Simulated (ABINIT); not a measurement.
# CsH (Fm-3m): G0W0 in ABINIT against the k mesh, part 2 of 2

Wanted: the cheapest k mesh that holds the gap of CsH (Fm-3m).

ABINIT 10.8.3; LDA and many-body steps on it, plane waves. Known limits of the many-body steps: not at the basis limit; no spin-orbit coupling.

So far. Step 4 (Empty states on the mesh, 6×6×6 mesh, 35 bands): On this mesh the gap is 1.956 eV. Step 5 (Screening, 2×2×2 mesh, 31 bands, screening to 106.1 eV): Local fields lower ε∞ by 13 %. On a Γ-centred mesh this coarse the value itself is usually too large, while a short band sum pulls it down.

The database entry behind the starting cell differs from later determinations by our own check (0.1 to 0.3 % short, probably kX units), so it need not match the best structure at ambient conditions.

### 8. 4×4×4

The self-energy is evaluated for the states that the input lists, and the levels follow from it, in one-shot runs by the linearised quasiparticle equation.

This step: G0W0 on LDA, plane waves, norm-conserving pseudopotentials.

Input file run.abi:

```
acell 3*1.0 Angstrom
rprim 
  -0.000000000000 3.188000000000 3.188000000000
  3.188000000000 -0.000000000000 3.188000000000
  3.188000000000 3.188000000000 -0.000000000000
ntypat 2
znucl 55 1
natom 2
typat 1 2
xred 
  0.000000000000 0.000000000000 0.000000000000
  0.500000000000 0.500000000000 0.500000000000
pp_dirpath "pseudos"
pseudos "Cs.upf, H.upf"
ecut 31
ngkpt 4 4 4
nshiftk 1
shiftk 0 0 0
kptopt 1
chksymbreak 0
istwfk *1
occopt 1
irdwfk 1
optdriver 4
nband 31
gwcalctyp 0
ecutsigx 31
symsigma 1
nkptgw 2
kptgw 
  0.5000000000 0.0000000000 0.0000000000
  0.0000000000 0.0000000000 0.0000000000
bdgw 
  3 8
  2 8
ecuteps 3.9
irdscr 1
ppmodel 1
indata_prefix "in"
outdata_prefix "out"
tmpdata_prefix "tmp"
```

Launch:

```console
$ OMP_NUM_THREADS=1 mpirun -n 4 abinit run.abi > log
```

Numbers of over 12 decimals in the logs are rounded to 6 here.

Log:

```text
.Version 10.8.3 of ABINIT. v10.8.2 released Aug 2026.

 Symmetries : space group Fm -3 m (#225); Bravais cF (face-center cubic)
[... echo of the input left out ...]
== DATASET  1 ==================================================================
-   mpi_nproc: 4, omp_nthreads: 1 (-1 if OMP is not activated)

--- !DatasetInfo
iteration_state: {dtset: 1, }
dimensions: {natom: 2, nkpt: 8, mband: 31, nsppol: 1, nspinor: 1, nspden: 1, mpw: 3647, }
cutoff_energies: {ecut:  31.0, pawecutdg:  -1.0, }
electrons: {nelect:   1.00000000E+01, charge:   0.00000000E+00, occopt:   1.00000000E+00, tsmear:   1.00000000E-02, }

 SIGMA: Calculation of the GW corrections

 Based on a program developped by R.W. Godby, V. Olevano, G. Onida, and L. Reining.
 Incorporated in ABINIT by V. Olevano, G.-M. Rignanese, and M. Torrent.
.Using double precision arithmetic ; gwpc =  8

[... cell and pseudopotentials left out ...]
--------------------------------------------------------------------------------

 ==== K-mesh for the wavefunctions ====
 Number of points in the irreducible wedge :     8
[... list of points left out ...]
 Together with 48 symmetry operations and time-reversal symmetry
 yields    64 points in the full Brillouin Zone.

 ==== Q-mesh for screening function ====
 Number of points in the irreducible wedge :     8
[... list of points left out ...]
 Together with 48 symmetry operations and time-reversal symmetry
 yields    64 points in the full Brillouin Zone.

 vcoul_init : cutoff-mode = AUXILIARY_FUNCTION
 q-points for optical limit:   1
     1)      0.000010    0.000020    0.000030
 setmesh: FFT mesh size selected  =    45x   45x   45
          total number of points  =        91125

 Number of electrons calculated from density =   10.0000; Expected =   10.0000
[...]
number of omega for Sigma on real axis              0
 max omega for Sigma on real axis  [eV]           0.00
 zcut for avoiding poles [eV]                     0.10

 EPSILON^-1 parameters (SCR file):
 dimension of the eps^-1 matrix on file            169
 dimension of the eps^-1 matrix used               169
 number of plane-waves for wavefunctions          3647
 number of bands                                    31
 number of q-points in IBZ                           8
 number of frequencies                               2
 number of real frequencies                          1
 number of imag frequencies                          1

 matrix elements of self-energy operator (all in [eV])

 Perturbative Calculation

--- !SelfEnergy_ee
iteration_state: {dtset: 1, }
kpoint     : [   0.500,    0.000,    0.000, ]
spin       : 1
KS_gap     :    1.956
QP_gap     :    3.956
Delta_QP_KS:    1.999
data: !SigmaeeData |
     Band     E0 <VxcDFT>   SigX SigC(E0)      Z dSigC/dE  Sig(E)    E-E0       E
        3  -6.239 -12.949 -17.428   2.716   0.783  -0.277 -14.329  -1.380  -7.619
        4  -6.239 -12.949 -17.428   2.716   0.783  -0.277 -14.329  -1.380  -7.619
        5   1.748 -10.145 -13.340   2.022   0.778  -0.285 -11.058  -0.913   0.835
[...]
--- !SelfEnergy_ee
iteration_state: {dtset: 1, }
kpoint     : [   0.000,    0.000,    0.000, ]
spin       : 1
KS_gap     :    6.878
QP_gap     :    9.348
Delta_QP_KS:    2.470
data: !SigmaeeData |
     Band     E0 <VxcDFT>   SigX SigC(E0)      Z dSigC/dE  Sig(E)    E-E0       E
[...]
7   6.764  -8.085  -3.323  -2.999   0.821  -0.218  -6.638   1.447   8.211
        8   6.764  -8.085  -3.323  -2.999   0.821  -0.218  -6.638   1.447   8.211

== END DATASET(S) ==============================================================
================================================================================

 -outvars: echo values of variables after computation  --------
           etotal      0.0000000000E+00
            nband          31
             nkpt           8
          spgroup         225
 [... the other variables as echoed above ...]

 Calculation completed.
```

It took 3.9 s on 4 MPI ranks of Arm Neoverse V2, shared host; peak memory 0.54 GiB; 15 s of CPU time.

This step gave:

| Property | Result |
| --- | --- |
| G0W0 gap on the points computed | 3.955 eV |
| starting gap on the mesh | 1.956 eV |
| k of the valence top | 0.5, 0, 0 |
| k of the conduction bottom | 0.5, 0, 0 |
| Z at the valence top | 0.778 |
| Z at the conduction bottom | 0.835 |
| least direct G0W0 gap on the computed points | 3.955 eV |

The gap on the mesh goes from 1.96 eV to 3.96 eV, a correction of +2.00 eV.

### 9. Screening, 6×6×6 mesh, 31 bands, screening to 106.1 eV

This step: RPA screening on LDA, plane waves, norm-conserving pseudopotentials.

Changes to run.abi since step 8:

```diff
@@ -15,3 +15,3 @@
 ecut 31
-ngkpt 4 4 4
+ngkpt 6 6 6
 nshiftk 1
@@ -23,17 +23,8 @@
 irdwfk 1
-optdriver 4
+optdriver 3
 nband 31
-gwcalctyp 0
-ecutsigx 31
-symsigma 1
-nkptgw 2
-kptgw 
-  0.5000000000 0.0000000000 0.0000000000
-  0.0000000000 0.0000000000 0.0000000000
-bdgw 
-  3 8
-  2 8
 ecuteps 3.9
-irdscr 1
-ppmodel 1
+inclvkb 2
+awtr 1
+symchi 1
 indata_prefix "in"
```

Log:

```text
.Version 10.8.3 of ABINIT. v10.8.2 released Aug 2026.

 Symmetries : space group Fm -3 m (#225); Bravais cF (face-center cubic)
[... echo of the input left out ...]
== DATASET  1 ==================================================================
-   mpi_nproc: 4, omp_nthreads: 1 (-1 if OMP is not activated)

--- !DatasetInfo
iteration_state: {dtset: 1, }
dimensions: {natom: 2, nkpt: 16, mband: 31, nsppol: 1, nspinor: 1, nspden: 1, mpw: 3647, }
cutoff_energies: {ecut:  31.0, pawecutdg:  -1.0, }
[...]
--------------------------------------------------------------------------------
[... chi0 elements left out ...]
 For q-point:  0.000010 0.000020 0.000030
  dielectric constant =   3.0631
  dielectric constant without local fields =   3.5697

  Average fulfillment of the sum rule on Im[epsilon] for q-point    1 :     54.97  [%]
[... wings left out ...]
  q-point number  2        q = ( 0.166667, 0.000000, 0.000000) [r.l.u.]
--------------------------------------------------------------------------------
[... chi0 elements left out ...]
  Average fulfillment of the sum rule on Im[epsilon] for q-point    2 :     94.06  [%]

 [... 14 further q-points ...]
```

It took 20 s on 4 MPI ranks; peak memory 0.81 GiB; 82 s of CPU time.

Numbers from this step:

```yaml
eps_infinity_with_local_fields_on_this_mesh_along_the_program_s_q_direction: 3.063
the_same_without_local_fields: 3.570
plasma_frequency: 14.59 eV
plane_waves_in_the_screening_matrix: 169
```

### 10. 6×6×6

This step: G0W0 on LDA, plane waves, norm-conserving pseudopotentials.

Changes to run.abi since step 9:

```diff
@@ -23,8 +23,17 @@
 irdwfk 1
-optdriver 3
+optdriver 4
 nband 31
+gwcalctyp 0
+ecutsigx 31
+symsigma 1
+nkptgw 2
+kptgw 
+  0.5000000000 0.0000000000 0.0000000000
+  0.0000000000 0.0000000000 0.0000000000
+bdgw 
+  3 8
+  2 8
 ecuteps 3.9
-inclvkb 2
-awtr 1
-symchi 1
+irdscr 1
+ppmodel 1
 indata_prefix "in"
```

Log:

```text
.Version 10.8.3 of ABINIT. v10.8.2 released Aug 2026.

 Symmetries : space group Fm -3 m (#225); Bravais cF (face-center cubic)
[... echo of the input left out ...]
== DATASET  1 ==================================================================
-   mpi_nproc: 4, omp_nthreads: 1 (-1 if OMP is not activated)

--- !DatasetInfo
iteration_state: {dtset: 1, }
dimensions: {natom: 2, nkpt: 16, mband: 31, nsppol: 1, nspinor: 1, nspden: 1, mpw: 3647, }
cutoff_energies: {ecut:  31.0, pawecutdg:  -1.0, }
[...]
Band     E0 <VxcDFT>   SigX SigC(E0)      Z dSigC/dE  Sig(E)    E-E0       E
[...]
7   6.764  -8.086  -3.331  -2.990   0.823  -0.216  -6.634   1.452   8.216
        8   6.764  -8.086  -3.331  -2.990   0.823  -0.216  -6.634   1.452   8.216

== END DATASET(S) ==============================================================
================================================================================

 -outvars: echo values of variables after computation  --------
           etotal      0.0000000000E+00
            nband          31
             nkpt          16
          spgroup         225
 [... the other variables as echoed above ...]

 Calculation completed.
```

It took 6.1 s on 4 MPI ranks; peak memory 0.72 GiB.

Numbers from this step:

| Property | Result |
| --- | --- |
| G0W0 gap on the points computed | 3.99 eV |
| starting gap on the mesh | 1.956 eV |
| k of the valence top | 0.5, 0, 0 |
| k of the conduction bottom | 0.5, 0, 0 |
| least direct G0W0 gap on the computed points | 3.99 eV |

Against the run before, the gap moves by +0.035 eV.

### 11. The runs together

Times are wall times on 4 MPI ranks of Arm Neoverse V2, shared host, good to a factor of about two. A run's time includes the screening step that it read.

```
  run   mesh  bands  screening cutoff (eV)  DFT gap (eV)  gap on the mesh (eV)  direct (eV)  ε∞ used   time
2×2×2  2×2×2     31                  106.1         1.956                 3.401        3.401     5.82  4.8 s
4×4×4  4×4×4     31                  106.1         1.956                 3.955        3.955     3.24  8.6 s
6×6×6  6×6×6     31                  106.1         1.956                 3.990        3.990     3.06   27 s
```

### 12. Summary of results

| Item | Value |
| --- | --- |
| 2×2×2 | 3.401 eV |
| 4×4×4 | 3.955 eV |
| 6×6×6 | 3.990 eV |
| known limits | not at the basis limit; no spin-orbit coupling; coarse k mesh |

The setting moved: k mesh. From 2×2×2 to 6×6×6 the gap moves by +0.59 eV, for 5.6 times the time. The last step still moves it by +0.035 eV. Bands and screening cutoff are coupled, so a series along one setting does not show full convergence. Bands and cutoff are finite, so the gap is not at the basis limit. The miss can reach some tenths of an eV and take either sign; the mesh is an error of its own. In the first G0W0 run levels were corrected at 2 k points alone, so a gap called «on the mesh» is the least over those, and an edge elsewhere would be missed. The 2×2×2 mesh is coarse for this cell, which bears on the long-range parts of exchange and screening. The many-body steps are scalar-relativistic: spin-orbit coupling is not in them.

[Paths, hosts, dates, memory and timing lines, banners, echoed tables and standing remarks are left out of the program output.]

[Logs are printed without paths, hosts, clocks, repeated set-up lines and the standing remarks that a program may print on its own settings, such as how far it seeks lower states.]

[Runs of the session that timed out or met a known fault of the program may be left out.]

[No measured gap is set beside runs whose start may be inverted or whose files or cutoffs have a known fault.]

[Hosts, paths, dates, database ids (printed as entryN), source tags and the programs' standing remarks are cut or masked in the printed files.]

[G0W0 gaps are taken among the corrected bands and points alone; a level outside them can change the order at an edge.]

[Where Ansatz stands beside ABINIT at settings called matched, ABINIT's density can come from a denser mesh and the files from another edition; pairs whose starting gaps differed by over 0.03 eV were left out, so agreement reads better than it is.]
